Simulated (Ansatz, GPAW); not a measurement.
# Reading EPR parameters

A crystal has the composition K2RbM2F7, where M is a 3d element. A calculation (PBE+U, spin-orbit coupling in second variation, Ansatz) gives:

| Quantity | Value |
| --- | --- |
| S | 5/2 |
| g, averaged over the cell's ions | 2.0025 (mean; the three values lie within 0.0002) |
| D, with anisotropic exchange | +102 MHz |
| moment in its sphere | 4.24 μB |

Q: Name the magnetic ion and its oxidation state.

The crystal is K2RbMn2F7, space group I4/mmm. The spin sits on Mn, with 6 F at 2.12 to 2.18 Å round it. With the usual charges of the other elements M must be +2. The high-spin ion of that charge with S = 5/2 in this row is Mn²⁺ high-spin d⁵. Low-spin ions are left aside. The shift from the free-electron value is small, as for a half-filled shell without orbital momentum.

[Hosts, paths, dates, database ids (printed as entryN), source tags and the programs' standing remarks are cut or masked in the printed files.]
